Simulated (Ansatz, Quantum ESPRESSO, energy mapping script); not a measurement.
# MnS: J from the energies of magnetic orders

Wanted: the magnetic order of MnS, its couplings and an estimate of its ordering temperature, by PBE+U (3.6 eV), QE, GBRV.

Program: Quantum ESPRESSO 7.5. Level of theory: PBE with U = 3.6 eV on Mn d, ortho-atomic projectors; plane waves, U on orthogonalised atomic orbitals unless named otherwise, collinear spin, no spin–orbit coupling. Results are calculated unless marked as measured.

**Measured values to reproduce.**

“Single-Crystal and Powder Neutron Diffraction Study of FeXMn1-XS Solid Solutions” (2011, arxiv:1108.4537) reports for MnS, rock salt, by neutron diffraction (x = 0): ordering temperature (Neel temperature) 150 K.

The database entry behind the starting cell differs from later determinations by our own check (an axis about 0.2 % short against later determinations), so it need not match the best structure at ambient conditions.

### 1. Set-up

The structure is cubic, space group Fm-3m (No. 225). The conventional cell has a = 5.209 Å, b = 5.209 Å, c = 5.209 Å, α = 90.00°, β = 90.00°, γ = 90.00°. Mn has 6 S at 2.60 Å nearest. Nearest to S lie 6 Mn at 2.60 Å. Farther neighbours and most contacts between anions are not listed.

A Hubbard U penalises fractional filling of the shell. It raises the cost of virtual hops to the neighbours, so couplings that rest on such hops usually weaken. These runs use Quantum ESPRESSO.

### 2. A first run with parallel moments

One run in the crystal's own cell, under PBE with U = 3.2 eV on Mn d, ortho-atomic projectors, Quantum ESPRESSO with GBRV potentials, shows which elements keep a moment. Transition or f elements with 0.3 μB or more enter the spin model; moments induced on other atoms do not.

File pw.in:

```
&control
  calculation = 'scf'
  prefix = 'pw'
  outdir = './tmp/'
  pseudo_dir = './pseudo/'
  verbosity = 'low'
/
&system
  ibrav = 0
  nat = 2
  ntyp = 2
  ecutwfc = 45
  ecutrho = 360
  nbnd = 21
  occupations = 'smearing'
  smearing = 'fd'
  degauss = 0.00367493
  nspin = 2
  starting_magnetization(1) = 0.3000
/
&electrons
  conv_thr = 5.0e-09
  electron_maxstep = 120
  mixing_beta = 0.3
  mixing_mode = 'plain'
/
ATOMIC_SPECIES
  Mn 54.9380 Mn.upf
  S 32.0600 S.upf
CELL_PARAMETERS angstrom
  0.00000000 2.60450000 2.60450000
  2.60450000 0.00000000 2.60450000
  2.60450000 2.60450000 0.00000000
ATOMIC_POSITIONS crystal
  Mn 0.00000000 0.00000000 0.00000000
  S 0.50000000 0.50000000 0.50000000
K_POINTS automatic
  7 7 7 0 0 0
HUBBARD {ortho-atomic}
U Mn-3d 3.2
```

Run with:

```bash
OMP_NUM_THREADS=1 mpirun -n 4 pw.x -nk 4 -in pw.in > pw.out
```

Log:

```text
Program PWSCF v.7.5 starts
[...]
unit-cell volume          =     238.4513 (a.u.)^3
     number of atoms/cell      =            2
[...]
number of electrons       =        21.00
     number of Kohn-Sham states=           21
     kinetic-energy cutoff     =      45.0000  Ry
     charge density cutoff     =     360.0000  Ry
     scf convergence threshold =      5.0E-09
[...]
Exchange-correlation=  SLA  PW   PBX  PBC
[...]
Hubbard projectors: ortho-atomic
     Hubbard parameters of DFT+U (Dudarev formulation) in eV:
[...]
atomic species   magnetization
[...]
48 Sym. Ops., with inversion, found
[...]
number of k points=    20  Fermi-Dirac smearing, width (Ry)=  0.0037
[...]
Number of occupied Hubbard levels =    5.0000
     Atomic wfc used for Hubbard projectors are orthogonalized
[...]
iteration #  1     ecut=    45.00 Ry     beta= 0.30
[...]
Number of occupied Hubbard levels =    4.9980
     total energy              =    -235.23452877 Ry
     estimated scf accuracy    <       0.50453392 Ry
     total magnetization       =     5.00 Bohr mag/cell
     absolute magnetization    =     5.00 Bohr mag/cell
     iteration #  2     ecut=    45.00 Ry     beta= 0.30
[...]
total energy              =    -235.32611478 Ry
     estimated scf accuracy    <       0.01999329 Ry
     total magnetization       =     5.00 Bohr mag/cell
     absolute magnetization    =     5.00 Bohr mag/cell
     iteration #  3     ecut=    45.00 Ry     beta= 0.30
[...]
total energy              =    -235.33327900 Ry
     estimated scf accuracy    <       0.00885964 Ry
     total magnetization       =     5.00 Bohr mag/cell
     absolute magnetization    =     5.00 Bohr mag/cell
[...]
total energy              =    -235.33412513 Ry
[...]
iteration #  9     ecut=    45.00 Ry     beta= 0.30
[...]
total energy              =    -235.33412542 Ry
     estimated scf accuracy    <       0.00000005 Ry
     total magnetization       =     5.00 Bohr mag/cell
     absolute magnetization    =     5.00 Bohr mag/cell
     iteration # 10     ecut=    45.00 Ry     beta= 0.30
[...]
Magnetic moment per site  (integrated on atomic sphere of radius R)
     atom   1 (R=0.292)  charge= 13.1482  magn=  4.4842
     atom   2 (R=0.292)  charge=  4.7179  magn=  0.1334
     End of self-consistent calculation
     =================== HUBBARD OCCUPATIONS ===================
[...]
Number of occupied Hubbard levels =    5.2532
 ------ SPIN UP ------------
          k = 0.0000 0.0000 0.0000 (  1243 PWs)   bands (ev):
   -72.1258 -40.8530 -40.8530 -40.8530  -4.1187   5.0094   5.0094   5.0094
     5.1240   5.1240   8.6171   8.6171   8.6171  12.0125  18.7820  18.7820
[...]
k = 0.1010 0.1010-0.1010 (  1224 PWs)   bands (ev):
   -72.1257 -40.8544 -40.8532 -40.8532  -3.9104   4.8501   4.8753   4.8753
[...]
k = 0.2020 0.2020-0.2020 (  1215 PWs)   bands (ev):
[...]
k = 0.3030 0.3030-0.3030 (  1212 PWs)   bands (ev):
[...]
k = 0.2020-0.0000 0.0000 (  1231 PWs)   bands (ev):
[...]
k =-0.2020-0.4041 0.4041 (  1208 PWs)   bands (ev):
[...]
k =-0.1010-0.3030 0.3030 (  1213 PWs)   bands (ev):
[...]
k =-0.0000-0.2020 0.2020 (  1221 PWs)   bands (ev):
[...]
k = 0.4041-0.0000 0.0000 (  1222 PWs)   bands (ev):
[...]
k = 0.0000-0.4041 0.4041 (  1212 PWs)   bands (ev):
[...]
k = 0.4041 0.2020 0.0000 (  1220 PWs)   bands (ev):
[...]
------ SPIN DOWN ----------
          k = 0.0000 0.0000 0.0000 (  1243 PWs)   bands (ev):
[...]
k = 0.4041 0.2020-0.2020 (  1217 PWs)   bands (ev):
[...]
k = 0.5051 0.1010-0.1010 (  1224 PWs)   bands (ev):
[...]
k = 0.6061-0.0000 0.0000 (  1210 PWs)   bands (ev):
[...]
k = 0.4041 0.2020 0.0000 (  1220 PWs)   bands (ev):
[...]
k =-0.2020-0.4041 0.6061 (  1220 PWs)   bands (ev):
[...]
k =-0.1010-0.5051 0.7071 (  1203 PWs)   bands (ev):
[...]
20.8202  22.7581  24.6951  25.7843  26.4961
          k = 0.0000-0.4041 0.6061 (  1209 PWs)   bands (ev):
   -66.9800 -35.8267 -35.8262 -35.8230  -2.2294   5.5688   5.5864   6.8044
    12.2699  12.6932  12.9135  13.0662  13.3170  15.8103  17.6672  18.5870
    18.9748  23.1550  23.8415  26.1647  27.5275
     the Fermi energy is    10.5310 ev
!    total energy              =    -235.33412550 Ry
     estimated scf accuracy    <          4.8E-09 Ry
     smearing contrib. (-TS)   =      -0.00000263 Ry
     internal energy E=F+TS    =    -235.33412288 Ry
     The total energy is F=E-TS. E is the sum of the following terms:
     one-electron contribution =    -132.52432532 Ry
     hartree contribution      =      73.91772054 Ry
     xc contribution           =     -35.26828052 Ry
     ewald contribution        =    -141.49328211 Ry
     Hubbard energy            =       0.03404454 Ry
     total magnetization       =     5.00 Bohr mag/cell
     absolute magnetization    =     5.00 Bohr mag/cell
     convergence has been achieved in  10 iterations
=------------------------------------------------------------------------------=
   JOB DONE.
=------------------------------------------------------------------------------=
```

Elapsed: 5.9 s, on 4 MPI ranks of Arm Neoverse V2, shared host; peak memory 0.35 GiB; 23 s of CPU time.

Spin moment in the sphere by atom:

| atom | spin moment in the sphere (μB) |
| --- | --- |
| Mn1 | 4.48 |
| S2 | 0.13 |

The run ends ferromagnetic; Mn carries the moments.

### 3. Order 1: parallel, cell A of 4 atoms

Each cell gets its own parallel run on the same mesh, so that most of the mesh error cancels in the differences.

The potential files are GBRV's for PBE; pw.x takes the functional from them.

File pw.in:

```
&control
  calculation = 'scf'
  prefix = 'pw'
  outdir = './tmp/'
  pseudo_dir = './pseudo/'
  verbosity = 'low'
/
&system
  ibrav = 0
  nat = 4
  ntyp = 2
  ecutwfc = 45
  ecutrho = 360
  nbnd = 38
  occupations = 'smearing'
  smearing = 'fd'
  degauss = 0.00367493
  nspin = 2
  starting_magnetization(1) = 0.3000
/
&electrons
  conv_thr = 1.0e-08
  electron_maxstep = 120
  mixing_beta = 0.3
  mixing_mode = 'plain'
/
ATOMIC_SPECIES
  Mn 54.9380 Mn.upf
  S 32.0600 S.upf
CELL_PARAMETERS angstrom
  0.00000000 -2.60450000 -2.60450000
  -2.60450000 0.00000000 -2.60450000
  2.60450000 2.60450000 -5.20900000
ATOMIC_POSITIONS crystal
  Mn 0.50000000 0.50000000 0.50000000
  Mn 0.00000000 0.00000000 0.00000000
  S 0.75000000 0.75000000 0.75000000
  S 0.25000000 0.25000000 0.25000000
K_POINTS automatic
  7 7 7 0 0 0
HUBBARD {ortho-atomic}
U Mn-3d 3.6
```

Log:

```text
[banner, memory and clock lines left out]
Program PWSCF v.7.5 starts
[...]
unit-cell volume          =     476.9026 (a.u.)^3
     number of atoms/cell      =            4
[...]
number of electrons       =        42.00
     number of Kohn-Sham states=           38
     kinetic-energy cutoff     =      45.0000  Ry
     charge density cutoff     =     360.0000  Ry
     scf convergence threshold =      1.0E-08
[...]
Exchange-correlation=  SLA  PW   PBX  PBC
[...]
Hubbard projectors: ortho-atomic
     Hubbard parameters of DFT+U (Dudarev formulation) in eV:
[...]
atomic species   magnetization
[...]
12 Sym. Ops., with inversion, found
[...]
number of k points=    44  Fermi-Dirac smearing, width (Ry)=  0.0037
[...]
Number of occupied Hubbard levels =   10.0000
     Atomic wfc used for Hubbard projectors are orthogonalized
[...]
iteration #  1     ecut=    45.00 Ry     beta= 0.30
[...]
Number of occupied Hubbard levels =   10.0031
     total energy              =    -470.47239044 Ry
     estimated scf accuracy    <       0.98134426 Ry
     total magnetization       =    10.00 Bohr mag/cell
     absolute magnetization    =    10.00 Bohr mag/cell
     iteration #  2     ecut=    45.00 Ry     beta= 0.30
[...]
total energy              =    -470.64274684 Ry
     estimated scf accuracy    <       0.04372953 Ry
     total magnetization       =    10.00 Bohr mag/cell
     absolute magnetization    =    10.00 Bohr mag/cell
     iteration #  3     ecut=    45.00 Ry     beta= 0.30
[...]
total energy              =    -470.65838717 Ry
     estimated scf accuracy    <       0.01774622 Ry
     total magnetization       =    10.00 Bohr mag/cell
     absolute magnetization    =    10.00 Bohr mag/cell
     iteration #  4     ecut=    45.00 Ry     beta= 0.30
[...]
total energy              =    -470.65963699 Ry
     estimated scf accuracy    <       0.00186514 Ry
     total magnetization       =    10.00 Bohr mag/cell
     absolute magnetization    =    10.00 Bohr mag/cell
     iteration #  5     ecut=    45.00 Ry     beta= 0.30
[...]
total energy              =    -470.65994043 Ry
     estimated scf accuracy    <       0.00013888 Ry
     total magnetization       =    10.00 Bohr mag/cell
     absolute magnetization    =    10.00 Bohr mag/cell
     iteration #  6     ecut=    45.00 Ry     beta= 0.30
[...]
total energy              =    -470.65998945 Ry
     estimated scf accuracy    <       0.00018493 Ry
     total magnetization       =    10.00 Bohr mag/cell
     absolute magnetization    =    10.00 Bohr mag/cell
     iteration #  7     ecut=    45.00 Ry     beta= 0.30
[...]
total energy              =    -470.65998773 Ry
     estimated scf accuracy    <       0.00003303 Ry
     total magnetization       =    10.00 Bohr mag/cell
     absolute magnetization    =    10.00 Bohr mag/cell
     iteration #  8     ecut=    45.00 Ry     beta= 0.30
[...]
total energy              =    -470.65999873 Ry
     estimated scf accuracy    <       0.00000156 Ry
     total magnetization       =    10.00 Bohr mag/cell
     absolute magnetization    =    10.00 Bohr mag/cell
     iteration #  9     ecut=    45.00 Ry     beta= 0.30
[...]
total energy              =    -470.65999889 Ry
     estimated scf accuracy    <       0.00000071 Ry
     total magnetization       =    10.00 Bohr mag/cell
     absolute magnetization    =    10.00 Bohr mag/cell
     iteration # 10     ecut=    45.00 Ry     beta= 0.30
[...]
total energy              =    -470.65999913 Ry
     estimated scf accuracy    <       0.00000001 Ry
     total magnetization       =    10.00 Bohr mag/cell
     absolute magnetization    =    10.00 Bohr mag/cell
     iteration # 11     ecut=    45.00 Ry     beta= 0.30
[...]
Magnetic moment per site  (integrated on atomic sphere of radius R)
     atom   1 (R=0.292)  charge= 13.1442  magn=  4.4961
     atom   2 (R=0.292)  charge= 13.1446  magn=  4.4962
     atom   3 (R=0.292)  charge=  4.7209  magn=  0.1238
     atom   4 (R=0.292)  charge=  4.7209  magn=  0.1238
     End of self-consistent calculation
     =================== HUBBARD OCCUPATIONS ===================
     ------------------------ ATOM    1 ------------------------
     Tr[ns(  1)] (up, down, total) =   4.97084  0.27233  5.24316
     Atomic magnetic moment for atom   1 =   4.69851
     SPIN  1
     eigenvalues:
       0.991  0.991  0.996  0.996  0.996
     eigenvectors (columns):
      -0.045  0.999  0.000  0.000  0.000
       0.000  0.000  0.577 -0.213 -0.788
      -0.000  0.000  0.577 -0.576  0.579
       0.999  0.045 -0.000 -0.000  0.000
       0.000 -0.000  0.577  0.789  0.210
     occupation matrix ns (before diag.):
       0.991 -0.000 -0.000  0.000  0.000
      -0.000  0.996 -0.000 -0.000 -0.000
[...]
-0.000 -0.000  0.022  0.000 -0.000
       0.000 -0.000  0.000  0.103 -0.000
       0.000 -0.000 -0.000 -0.000  0.022
     Number of occupied Hubbard levels =   10.4863
 ------ SPIN UP ------------
          k = 0.0000 0.0000-0.0000 (  2437 PWs)   bands (ev):
   -72.1614 -72.1610 -40.8954 -40.8887 -40.8887 -40.8878 -40.8877 -40.8877
    -4.1033  -2.6958   2.8546   3.9821   3.9821   4.7846   4.7847   4.7847
     4.8987   4.8987   5.2665   5.2665   6.0821   8.6344   8.6344   8.6345
    10.1714  10.1714  12.0167  13.1059  15.6102  15.6102  18.7832  18.7832
    18.7833  18.7874  20.8690  21.8942  22.2982  22.2982
          k = 0.0505 0.0505-0.0505 (  2454 PWs)   bands (ev):
   -72.1614 -72.1610 -40.8950 -40.8887 -40.8887 -40.8882 -40.8877 -40.8877
    -4.0501  -2.7920   3.0156   4.0176   4.0176   4.7539   4.7844   4.7844
     4.8629   4.8629   5.2423   5.2423   6.0982   8.2694   8.7165   8.7165
    10.0915  10.0915  12.3995  13.2138  15.7751  15.7751  18.2839  18.6149
    18.7777  18.7777  20.8535  20.8535  21.3479  22.0979
          k = 0.1010 0.1010-0.1010 (  2451 PWs)   bands (ev):
   -72.1613 -72.1611 -40.8940 -40.8892 -40.8886 -40.8886 -40.8878 -40.8878
    -3.8947  -3.0388   3.4356   4.1206   4.1206   4.6421   4.6663   4.6663
[...]
18.5288  18.5288  20.1677  20.1677  21.5673  21.6162
          k = 0.1515 0.1515-0.1515 (  2442 PWs)   bands (ev):
[...]
17.7828  17.7828  20.2964  20.2964  20.8545  20.8545
          k =-0.1515 0.0505-0.0505 (  2434 PWs)   bands (ev):
[...]
18.6269  18.7976  19.1713  21.3414  22.1106  22.1824
          k =-0.1010 0.1010-0.1010 (  2439 PWs)   bands (ev):
[...]
18.5288  18.6978  20.1678  20.1678  21.5668  21.7647
          k =-0.0505 0.1515-0.1515 (  2447 PWs)   bands (ev):
[...]
18.1139  18.3153  19.3192  20.9460  21.1868  22.0911
          k =-0.0000 0.2020-0.2020 (  2444 PWs)   bands (ev):
[...]
17.6388  17.7198  19.2755  20.4603  21.6516  22.4762
          k =-0.3030-0.1010 0.1010 (  2457 PWs)   bands (ev):
[...]
16.9879  18.2883  19.6708  19.6935  22.0331  22.4685
          k =-0.2525-0.0505 0.0505 (  2437 PWs)   bands (ev):
[...]
17.5215  18.6532  19.0312  20.3674  21.9650  22.9359
          k =-0.2020-0.0000 0.0000 (  2443 PWs)   bands (ev):
[...]
k =-0.3030 0.1010-0.1010 (  2441 PWs)   bands (ev):
[...]
k =-0.2525 0.1515-0.1515 (  2427 PWs)   bands (ev):
[...]
k =-0.2020 0.2020-0.2020 (  2427 PWs)   bands (ev):
[...]
k =-0.1515 0.2525-0.2525 (  2442 PWs)   bands (ev):
[...]
k =-0.4546-0.0505 0.0505 (  2441 PWs)   bands (ev):
[...]
k =-0.4041 0.0000-0.0000 (  2428 PWs)   bands (ev):
[...]
k =-0.3536 0.0505-0.0505 (  2438 PWs)   bands (ev):
[... cut ...]
[...]
k =-0.4546-0.0505 0.0505 (  2441 PWs)   bands (ev):
[...]
k =-0.6061-0.0000 0.0000 (  2416 PWs)   bands (ev):
[...]
k =-0.2525-0.0505-0.1515 (  2442 PWs)   bands (ev):
[...]
k =-0.2020-0.0000-0.2020 (  2427 PWs)   bands (ev):
[...]
k =-0.1010 0.1010-0.3030 (  2453 PWs)   bands (ev):
[...]
k =-0.4041-0.2020 0.0000 (  2443 PWs)   bands (ev):
[...]
k =-0.4041 0.0000-0.2020 (  2425 PWs)   bands (ev):
[...]
k =-0.3536 0.0505-0.2525 (  2429 PWs)   bands (ev):
[...]
k =-0.3030 0.1010-0.3030 (  2421 PWs)   bands (ev):
[...]
k =-0.2525 0.1515-0.3536 (  2420 PWs)   bands (ev):
[...]
k =-0.5556-0.1515-0.0505 (  2435 PWs)   bands (ev):
[...]
k =-0.5051-0.1010-0.1010 (  2440 PWs)   bands (ev):
[...]
k =-0.4546-0.0505-0.1515 (  2443 PWs)   bands (ev):
[...]
k = 0.5051-0.3030 0.1010 (  2430 PWs)   bands (ev):
[...]
k = 0.6061-0.2020 0.0000 (  2413 PWs)   bands (ev):
[...]
k = 0.6566-0.1515-0.0505 (  2420 PWs)   bands (ev):
[...]
k = 0.3536-0.4546 0.2525 (  2410 PWs)   bands (ev):
[...]
20.2950  21.9295  22.8240  23.0947  23.3547  23.7440
          k = 0.5556-0.4546 0.0505 (  2425 PWs)   bands (ev):
[...]
19.3536  19.5815  22.1455  22.5844  23.3416  24.2604
          k = 0.6061-0.4041 0.0000 (  2422 PWs)   bands (ev):
[...]
18.9761  18.9819  21.6616  23.1587  23.8016  23.8429
          k = 0.6566-0.3536-0.0505 (  2426 PWs)   bands (ev):
[...]
13.5012  14.2144  15.3508  16.3432  17.4843  18.0398  18.0470  18.2787
    18.3747  18.7656  21.4559  23.4084  23.6423  24.6561
          k = 0.4546-0.5556 0.1515 (  2415 PWs)   bands (ev):
   -67.0001 -67.0001 -35.8476 -35.8473 -35.8442 -35.8435 -35.8417 -35.8416
    -2.3338  -2.2861   4.8831   5.0028   6.0482   6.3271   7.2320   7.2936
    12.1766  12.3118  13.0472  13.1022  13.1864  13.2738  13.4288  13.4575
    13.5188  13.5954  14.9318  15.2598  17.0689  17.4873  18.6839  18.9877
    19.3988  19.5251  22.6040  22.9379  23.0158  24.0690
     the Fermi energy is    10.5931 ev
!    total energy              =    -470.65999918 Ry
     estimated scf accuracy    <          8.3E-10 Ry
     smearing contrib. (-TS)   =      -0.00000070 Ry
     internal energy E=F+TS    =    -470.65999847 Ry
     The total energy is F=E-TS. E is the sum of the following terms:
     one-electron contribution =    -264.99856469 Ry
     hartree contribution      =     147.79155887 Ry
     xc contribution           =     -70.54011926 Ry
     ewald contribution        =    -282.98656422 Ry
     Hubbard energy            =       0.07369084 Ry
     total magnetization       =    10.00 Bohr mag/cell
     absolute magnetization    =    10.00 Bohr mag/cell
     convergence has been achieved in  11 iterations
```

The job ended after 40 s (4 MPI ranks; peak memory 0.65 GiB).

Spin moment in the sphere by atom:

| atom | spin moment in the sphere (μB) |
| --- | --- |
| Mn1 | 4.50 |
| Mn2 | 4.50 |
| S3 | 0.12 |
| S4 | 0.12 |

The run ends ferromagnetic.

(Continued in part 2 of 3.)

[Logs and program files are shortened in this print: banners, set-up blocks, solver, clock and traceback lines can be left out without a mark of their own.]

[Logs are printed without paths, hosts, clocks, repeated set-up lines and the standing remarks that a program may print on its own settings, such as how far it seeks lower states.]

[Hosts, paths, dates, database ids (printed as entryN), source tags and the programs' standing remarks are cut or masked in the printed files.]

[Where a cell is said to come from a database of computed structures, the database is the Materials Project.]
